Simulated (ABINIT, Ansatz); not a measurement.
# LiBeH3 (Pm-3m): phonons by linear response, part 2 of 4

Aim: the phonon dispersion of LiBeH3 (Pm-3m), checked by a second program.

ABINIT 10.8.3; DFT LDA, scalar-relativistic, plane waves, PseudoDojo norm-conserving pseudopotentials.

So far. Step 3 (Ground state): The cell stands at -0.43 GPa: the relaxation ran with a smoothed and higher cutoff, and the difference is a stress of the finite basis. Step 5 (Linear response at Γ): The acoustic modes at Γ come out as far as 0.4 cm⁻¹ from zero, where they should vanish, a small numerical error; the Born charges miss their sum rule by 0.052 e, too much: mesh or cutoff is short for the field response. The relaxed cell has a = 3.121 Å (conventional setting).

The structure was built from a prototype and need not be the compound's stable phase.

## (6) Linear response on the mesh

Linear response treats each wavevector of the 4×4×4 mesh in the unit cell; the first-order potentials are kept for the electron-phonon matrix elements.

The input, dfpt_q.abi:

```
ndtset 9

# wavevectors
qpt1 0.25 0.0 0.0
qpt2 0.5 0.0 0.0
qpt3 0.25 0.25 0.0
qpt4 0.5 0.25 0.0
qpt5 0.5 0.5 0.0
qpt6 0.25 0.25 0.25
qpt7 0.5 0.25 0.25
qpt8 0.5 0.5 0.25
qpt9 0.5 0.5 0.5

# displacements
getwfk_filepath "gso_WFK"
getwfq_filepath "gso_WFK"
kptopt 3
nqpt 1
rfphon 1
rfatpol 1 5
rfdir 1 1 1
tolvrs 1.0d-10
prtwf 0
prtpot 1

# basis, mesh and filling
ecut 38.0
ngkpt 8 8 8
nshiftk 1
shiftk 0.0 0.0 0.0
istwfk *1
occopt 1
nband 5
nstep 100
diemac 9.0
prtebands 0
prtgsr 0
useylm 1

# cell and atoms
acell 5.898178287 5.898178287 5.898178287
rprim 
    1.0 0.0 0.0
    0.0 1.0 0.0
    0.0 0.0 1.0
ntypat 3
znucl 3 4 1
natom 5
typat 1 2 3 3 3
xred 
    0.0 0.0 0.0
    0.5 0.5 0.5
    0.5 0.5 0.0
    0.5 0.0 0.5
    0.0 0.5 0.5
pp_dirpath "./pseudo"
pseudos "Li.upf, Be.upf, H.upf"
```

Run with:

```sh
> OMP_NUM_THREADS=1 mpirun -n 4 abinit dfpt_q.abi > dfpt_q.log
```

Numbers of over 12 decimals in the logs are rounded to 6 here.

dfpt_q.abo, the main output file:

```text
[banners, grids, parts of the stress and lines that vanish by symmetry left out]
- input  file    -> dfpt_q.abi
- output file    -> dfpt_q.abo
- root for input  files -> dfpt_qi
[...]
DATASET    1 : space group Pm -3 m (#221); Bravais cP (primitive cubic)
[...]
nfft =       46656          nkpt =         512
[...]
DATASET    2 : space group Pm -3 m (#221); Bravais cP (primitive cubic)
[...]
nfft =       46656          nkpt =         512
[...]
DATASET    3 : space group Pm -3 m (#221); Bravais cP (primitive cubic)
[...]
nfft =       46656          nkpt =         512
[...]
DATASET    4 : space group Pm -3 m (#221); Bravais cP (primitive cubic)
[...]
nfft =       46656          nkpt =         512
[...]
DATASET    8 : space group Pm -3 m (#221); Bravais cP (primitive cubic)
[...]
nfft =       46656          nkpt =         512
[...]
DATASET    9 : space group Pm -3 m (#221); Bravais cP (primitive cubic)
[...]
nfft =       46656          nkpt =         512
[...]
== DATASET  1 ==================================================================
[...]
cutoff_energies: {ecut:  38.0, pawecutdg:  -1.0, }
[...]
Perturbation : displacement of atom   1   along direction   1
[...]
-ETOT  1   1.596015     -1.198E+03 1.507E+01 2.032E+04
 ETOT  2  0.892287     -7.037E-01 5.105E-03 3.967E+02
 ETOT  3  0.884570     -7.717E-03 1.530E-05 3.694E+01
 ETOT  4  0.883819     -7.505E-04 1.937E-06 2.614E-01
 ETOT  5  0.883813     -6.792E-06 2.502E-08 2.631E-03
[...]
At SCF step    9       vres2   =  1.56E-11 < tolvrs=  1.00E-10 =>converged.
[...]
Perturbation : displacement of atom   1   along direction   2
[...]
-ETOT  1  0.372442     -1.179E+03 1.505E+01 1.686E+02
[...]
At SCF step    8       vres2   =  1.14E-12 < tolvrs=  1.00E-10 =>converged.
[...]
Perturbation : displacement of atom   2   along direction   1
[...]
-ETOT  1   5.878453     -2.777E+03 5.850E+01 5.621E+04
[...]
At SCF step   10       vres2   =  3.10E-12 < tolvrs=  1.00E-10 =>converged.
[...]
Perturbation : displacement of atom   2   along direction   2
[...]
-ETOT  1   2.917920     -2.743E+03 5.848E+01 1.823E+03
[...]
At SCF step    8       vres2   =  4.65E-12 < tolvrs=  1.00E-10 =>converged.
[...]
Perturbation : displacement of atom   3   along direction   1
[...]
-ETOT  1   1.938376     -3.773E+01 2.480E-01 3.559E+04
[...]
Perturbation : displacement of atom   3   along direction   2
[...]
-ETOT  1  0.947230     -3.642E+01 2.449E-01 4.959E+02
[...]
Perturbation : displacement of atom   3   along direction   3
[...]
-ETOT  1   2.983785     -3.958E+01 3.058E-01 2.061E+03
[...]
Perturbation : displacement of atom   5   along direction   1
[...]
-ETOT  1   8.518890     -3.634E+01 3.676E-01 1.855E+05
[...]
Perturbation : displacement of atom   5   along direction   2
[...]
-ETOT  1  0.923571     -3.644E+01 2.584E-01 5.325E+02
[...]
Phonon wavevector (reduced coordinates) :  0.25000  0.00000  0.00000
 Phonon energies in Hartree :
[...]
Phonon frequencies in cm-1    :
-  9.641376E+01  9.641376E+01  2.313979E+02  2.313979E+02  2.476795E+02
-  3.336122E+02  6.103081E+02  6.103081E+02  8.010015E+02  8.010015E+02
-  8.294805E+02  9.834207E+02  1.439235E+03  1.439235E+03  1.718488E+03
[...]
== DATASET  2 ==================================================================
[...]
cutoff_energies: {ecut:  38.0, pawecutdg:  -1.0, }
[...]
Perturbation : displacement of atom   1   along direction   1
[...]
-ETOT  1   1.428251     -1.199E+03 1.509E+01 1.275E+03
[...]
Perturbation : displacement of atom   1   along direction   2
[...]
-ETOT  1  0.350625     -1.178E+03 1.505E+01 6.077E+01
[...]
Perturbation : displacement of atom   2   along direction   1
[...]
-ETOT  1   5.026937     -2.780E+03 5.851E+01 6.794E+03
[...]
Perturbation : displacement of atom   2   along direction   2
[...]
-ETOT  1   2.945865     -2.742E+03 5.848E+01 1.487E+03
[...]
Perturbation : displacement of atom   3   along direction   1
[...]
-ETOT  1   1.713169     -3.806E+01 3.869E-01 8.720E+03
[...]
Perturbation : displacement of atom   3   along direction   2
[...]
-ETOT  1  0.946216     -3.636E+01 3.353E-01 4.313E+02
[...]
Perturbation : displacement of atom   3   along direction   3
[...]
-ETOT  1   3.059114     -3.945E+01 3.896E-01 1.968E+03
[...]
Perturbation : displacement of atom   5   along direction   1
[...]
-ETOT  1   6.962991     -3.801E+01 2.899E-01 3.399E+04
[...]
Perturbation : displacement of atom   5   along direction   2
[...]
-ETOT  1  0.846432     -3.646E+01 2.195E-01 5.003E+02
[...]
Phonon wavevector (reduced coordinates) :  0.50000  0.50000  0.25000
 Phonon energies in Hartree :
[...]
Phonon frequencies in cm-1    :
- -5.912095E+02  1.469463E+02  1.713373E+02  1.713373E+02  1.935667E+02
-  1.935667E+02  5.100421E+02  6.556528E+02  6.556528E+02  9.885248E+02
-  9.885248E+02  1.028282E+03  1.375630E+03  1.425898E+03  1.865781E+03
[...]
== DATASET  9 ==================================================================
[...]
cutoff_energies: {ecut:  38.0, pawecutdg:  -1.0, }
[...]
Perturbation : displacement of atom   1   along direction   1
[...]
-ETOT  1  0.653175     -1.185E+03 1.508E+01 9.939E+02
[...]
Perturbation : displacement of atom   2   along direction   1
[...]
-ETOT  1   5.743089     -2.753E+03 5.850E+01 2.831E+02
[...]
Perturbation : displacement of atom   3   along direction   1
[...]
-ETOT  1  0.673043     -3.746E+01 2.752E-01 1.079E+03
[...]
At SCF step    7       vres2   =  7.83E-11 < tolvrs=  1.00E-10 =>converged.
[...]
Perturbation : displacement of atom   3   along direction   3
[...]
-ETOT  1   4.424102     -3.890E+01 3.971E-01 4.627E+03
[...]
ETOT  7   3.414292     -2.970E-12 2.473E-14 1.036E-10
 ETOT  8   3.414292     -7.461E-13 7.176E-17 7.209E-13
 At SCF step    8       vres2   =  7.21E-13 < tolvrs=  1.00E-10 =>converged.
[...]
Phonon wavevector (reduced coordinates) :  0.50000  0.50000  0.50000
 Phonon energies in Hartree :
[...]
Phonon frequencies in cm-1    :
- -5.710387E+02 -5.710387E+02 -5.710387E+02  1.627019E+02  1.627019E+02
-  1.627019E+02  6.340986E+02  6.340986E+02  6.340986E+02  1.022516E+03
-  1.022516E+03  1.022516E+03  1.436800E+03  1.436800E+03  1.894781E+03
[...]
fcart6     0.0000000000E+00  0.0000000000E+00  0.0000000000E+00
   
================================================================================
```

It took 18 min on 4 MPI ranks of Intel Xeon 6975P-C (Granite Rapids), shared host.

Numbers from this step:

* lowest mode on the q mesh (acoustic ones at the zone centre apart): -608.6 cm⁻¹

Frequencies (cm⁻¹) before the sum rule at the irreducible wavevectors but Γ, which is solved apart; negative means imaginary. Frequencies by wavevector:

```tsv
q (fractions)	star	mode 1	mode 2	mode 3	mode 4	mode 13	mode 14	mode 15
0.25 0 0	6	96.41	96.41	231.4	231.4	1439	1439	1718
0.5 0 0	3	104.3	104.3	319.1	319.1	1433	1433	1740
0.25 0.25 0	12	107.2	136.5	204.2	227.8	1421	1430	1763
0.5 0.25 0	12	92.43	115.8	213.8	225.8	1395	1421	1791
0.5 0.5 0	3	-608.6	126.5	181.4	181.4	1314	1411	1831
0.25 0.25 0.25	8	136.8	136.8	199.2	245.1	1409	1409	1807
0.5 0.25 0.25	12	-64.61	131.8	171.9	192.9	1404	1404	1834
0.5 0.5 0.25	6	-591.2	146.9	171.3	171.3	1376	1426	1866
0.5 0.5 0.5	1	-571	-571	-571	162.7	1437	1437	1895
```

## (7) Dispersion

anaddb transforms the dynamical matrices to force constants, with the dipole-dipole part treated apart, and back along the path; points of the mesh come back as solved, but for the sum rule and, in polar crystals, the LO-TO term at Γ; the rest is interpolation.

The input, anaddb.abi:

```
ddb_filepath "all_DDB"
output_file "anaddb.abo"
outdata_prefix "anaddb"
ifcflag 1
ngqpt 4 4 4
nqshft 1
q1shft 0.0 0.0 0.0
asr 1
chneut 1
dipdip 1
dipquad 0
quadquad 0
enunit 0
eivec 0
nph1l 62
qph1l 
    0.0 5.0d-06 0.0 1.0
    0.0 0.05 0.0 1.0
    0.0 0.1 0.0 1.0
    0.0 0.15 0.0 1.0
    0.0 0.2 0.0 1.0
    0.0 0.25 0.0 1.0
    0.0 0.3 0.0 1.0
    0.0 0.35 0.0 1.0
    0.0 0.4 0.0 1.0
    0.0 0.45 0.0 1.0
    0.0 0.5 0.0 1.0
    0.05 0.5 0.0 1.0
    0.1 0.5 0.0 1.0
    0.15 0.5 0.0 1.0
    0.2 0.5 0.0 1.0
    0.25 0.5 0.0 1.0
    0.3 0.5 0.0 1.0
    0.35 0.5 0.0 1.0
    0.4 0.5 0.0 1.0
    0.45 0.5 0.0 1.0
    0.5 0.5 0.0 1.0
    0.45 0.45 0.0 1.0
    0.4 0.4 0.0 1.0
    0.35 0.35 0.0 1.0
    0.3 0.3 0.0 1.0
    0.25 0.25 0.0 1.0
    0.2 0.2 0.0 1.0
    0.15 0.15 0.0 1.0
    0.1 0.1 0.0 1.0
    0.05 0.05 0.0 1.0
    5.0d-06 5.0d-06 5.0d-06 1.0
    0.05 0.05 0.05 1.0
    0.1 0.1 0.1 1.0
    0.15 0.15 0.15 1.0
    0.2 0.2 0.2 1.0
    0.25 0.25 0.25 1.0
    0.3 0.3 0.3 1.0
    0.35 0.35 0.35 1.0
    0.4 0.4 0.4 1.0
    0.45 0.45 0.45 1.0
    0.5 0.5 0.5 1.0
    0.45 0.5 0.45 1.0
    0.4 0.5 0.4 1.0
    0.35 0.5 0.35 1.0
    0.3 0.5 0.3 1.0
    0.25 0.5 0.25 1.0
    0.2 0.5 0.2 1.0
    0.15 0.5 0.15 1.0
    0.1 0.5 0.1 1.0
    0.05 0.5 0.05 1.0
    0.0 0.5 0.0 1.0
    0.5 0.5 0.5 1.0
    0.5 0.5 0.45 1.0
    0.5 0.5 0.4 1.0
    0.5 0.5 0.35 1.0
    0.5 0.5 0.3 1.0
    0.5 0.5 0.25 1.0
    0.5 0.5 0.2 1.0
    0.5 0.5 0.15 1.0
    0.5 0.5 0.1 1.0
    0.5 0.5 0.05 1.0
    0.5 0.5 0.0 1.0
```

The input, mrgddb.in:

```
all_DDB
merged
10
dfpt_gammao_DS2_DDB
dfpt_qo_DS1_DDB
dfpt_qo_DS2_DDB
dfpt_qo_DS3_DDB
dfpt_qo_DS4_DDB
dfpt_qo_DS5_DDB
dfpt_qo_DS6_DDB
dfpt_qo_DS7_DDB
dfpt_qo_DS8_DDB
dfpt_qo_DS9_DDB
```

Run with:

```sh
> mrgddb < mrgddb.in > mrgddb.log
> OMP_NUM_THREADS=1 anaddb anaddb.abi > anaddb.log
```

anaddb.abo, the main output file:

```text
[banners, grids, parts of the stress and lines that vanish by symmetry left out]
-outvars_anaddb: echo values of input variables ----------------------

 Flags :
[...]
Dielectric Tensor and Effective Charges
[...]
Effective charge tensors after
[...]
Phonon wavevector (reduced coordinates) :  0.00000  0.00001  0.00000
 Phonon energies in Hartree :
[...]
Phonon frequencies in cm-1    :
-  4.168924E-03  4.169021E-03  5.877236E-03  1.149959E+02  1.149959E+02
-  2.314374E+02  5.766281E+02  5.766281E+02  8.071863E+02  8.071863E+02
-  8.071863E+02  9.677749E+02  1.446603E+03  1.446603E+03  1.678320E+03
[...]
Phonon wavevector (reduced coordinates) :  0.00000  0.05000  0.00000
 Phonon energies in Hartree :
[...]
Phonon frequencies in cm-1    :
-  3.926918E+01  3.926918E+01  5.784960E+01  1.188333E+02  1.188333E+02
-  2.369872E+02  5.781892E+02  5.781892E+02  8.074224E+02  8.074224E+02
-  8.092056E+02  9.688118E+02  1.446249E+03  1.446249E+03  1.680712E+03
[...]
Phonon wavevector (reduced coordinates) :  0.00000  0.10000  0.00000
 Phonon energies in Hartree :
[...]
Phonon frequencies in cm-1    :
-  6.949892E+01  6.949892E+01  1.135541E+02  1.337768E+02  1.337768E+02
-  2.525581E+02  5.827093E+02  5.827093E+02  8.078577E+02  8.078577E+02
-  8.145089E+02  9.716583E+02  1.445209E+03  1.445209E+03  1.687406E+03
[...]
Phonon wavevector (reduced coordinates) :  0.00000  0.15000  0.00000
 Phonon energies in Hartree :
[...]
Phonon frequencies in cm-1    :
-  8.509506E+01  8.509506E+01  1.626507E+02  1.626507E+02  1.649907E+02
-  2.756326E+02  5.897978E+02  5.897978E+02  8.077107E+02  8.077107E+02
-  8.211484E+02  9.756172E+02  1.443571E+03  1.443571E+03  1.697100E+03
[...]
Phonon wavevector (reduced coordinates) :  0.00000  0.20000  0.00000
 Phonon energies in Hartree :
[...]
Phonon frequencies in cm-1    :
-  9.224776E+01  9.224776E+01  1.974740E+02  1.974740E+02  2.101772E+02
-  3.034882E+02  5.990640E+02  5.990640E+02  8.058339E+02  8.058339E+02
[...]
Phonon wavevector (reduced coordinates) :  0.00000  0.25000  0.00000
 Phonon energies in Hartree :
[...]
Phonon frequencies in cm-1    :
[...]
Phonon wavevector (reduced coordinates) :  0.00000  0.30000  0.00000
 Phonon energies in Hartree :
[...]
Phonon frequencies in cm-1    :
[...]
Phonon wavevector (reduced coordinates) :  0.00000  0.35000  0.00000
 Phonon energies in Hartree :
[...]
Phonon frequencies in cm-1    :
[...]
Phonon wavevector (reduced coordinates) :  0.00000  0.40000  0.00000
 Phonon energies in Hartree :
[...]
Phonon frequencies in cm-1    :
[...]
Phonon wavevector (reduced coordinates) :  0.00000  0.45000  0.00000
 Phonon energies in Hartree :
[...]
Phonon frequencies in cm-1    :
[...]
Phonon wavevector (reduced coordinates) :  0.00000  0.50000  0.00000
 Phonon energies in Hartree :
[...]
Phonon frequencies in cm-1    :
[...]
Phonon wavevector (reduced coordinates) :  0.05000  0.50000  0.00000
 Phonon energies in Hartree :
[...]
Phonon frequencies in cm-1    :
[...]
Phonon wavevector (reduced coordinates) :  0.10000  0.50000  0.00000
 Phonon energies in Hartree :
[...]
Phonon frequencies in cm-1    :
[...]
Phonon wavevector (reduced coordinates) :  0.15000  0.50000  0.00000
 Phonon energies in Hartree :
[...]
Phonon frequencies in cm-1    :
[...]
Phonon frequencies in cm-1    :
[...]
Phonon wavevector (reduced coordinates) :  0.25000  0.25000  0.25000
 Phonon energies in Hartree :
[...]
Phonon frequencies in cm-1    :
[...]
-  4.765383E+02  5.213908E+02  6.240019E+02  6.240019E+02  9.289702E+02
-  9.289702E+02  1.008173E+03  1.409055E+03  1.409055E+03  1.806755E+03
  Phonon wavevector (reduced coordinates) :  0.30000  0.30000  0.30000
 Phonon energies in Hartree :
[...]
Phonon frequencies in cm-1    :
-  1.230820E+02  1.230820E+02  1.708406E+02  1.708406E+02  1.871448E+02
-  3.515114E+02  5.324628E+02  6.106676E+02  6.106676E+02  9.604587E+02
-  9.604587E+02  1.016015E+03  1.403581E+03  1.403581E+03  1.837025E+03
  Phonon wavevector (reduced coordinates) :  0.35000  0.35000  0.35000
 Phonon energies in Hartree :
[...]
Phonon frequencies in cm-1    :
- -2.628786E+02 -2.628786E+02 -1.805749E+02  1.583960E+02  1.583960E+02
[...]
Phonon wavevector (reduced coordinates) :  0.40000  0.40000  0.40000
 Phonon energies in Hartree :
[...]
Phonon frequencies in cm-1    :
[...]
Phonon wavevector (reduced coordinates) :  0.45000  0.45000  0.45000
 Phonon energies in Hartree :
[...]
Phonon frequencies in cm-1    :
[...]
Phonon wavevector (reduced coordinates) :  0.50000  0.50000  0.50000
 Phonon energies in Hartree :
[...]
Phonon wavevector (reduced coordinates) :  0.50000  0.50000  0.05000
 Phonon energies in Hartree :
[...]
Phonon frequencies in cm-1    :
[...]
Phonon wavevector (reduced coordinates) :  0.50000  0.50000  0.00000
 Phonon energies in Hartree :
[...]
Phonon frequencies in cm-1    :
[...]
-  5.108234E+02  5.108234E+02  7.280919E+02  7.280919E+02  9.225825E+02
-  9.225825E+02  1.035499E+03  1.314456E+03  1.410818E+03  1.830594E+03
-
```

It took 0.94 s on 1 thread.

This step gave:

* lowest frequency on the path: -608.6 cm⁻¹

Anaddb, dipole-dipole term. Phonon branches along the path, in cm⁻¹:

```tsv
point	branch 1	branch 2	branch 3	branch 4	branch 12	branch 13	branch 14	branch 15
Γ	0	0	0	115	968	1447	1447	1678
halfway	96	96	231	231	983	1439	1439	1718
X	104	104	319	319	988	1433	1433	1740
halfway	92	116	214	226	1012	1395	1421	1791
M	-609	126	181	181	1036	1314	1411	1831
halfway	107	136	204	228	1001	1420	1430	1763
Γ	0	0	0	115	968	1447	1447	1678
halfway	137	137	199	245	1008	1409	1409	1807
R	-571	-571	-571	163	1022	1437	1437	1895
halfway	-65	132	172	193	1017	1404	1404	1834
X	104	104	319	319	988	1433	1433	1740
jump to R	-571	-571	-571	163	1022	1437	1437	1895
halfway	-591	147	171	171	1028	1376	1426	1866
M	-609	126	181	181	1036	1314	1411	1831
```

The path dips to 609i cm⁻¹.

(Part 2 of 4 ends here.)

[Host names and launcher messages were left out of these logs when they were recorded.]

[Logs are printed without paths, hosts, clocks, repeated set-up lines and the standing remarks that a program may print on its own settings, such as how far it seeks lower states.]

[Hosts, paths, dates, database ids (printed as entryN), source tags and the programs' standing remarks are cut or masked in the printed files.]
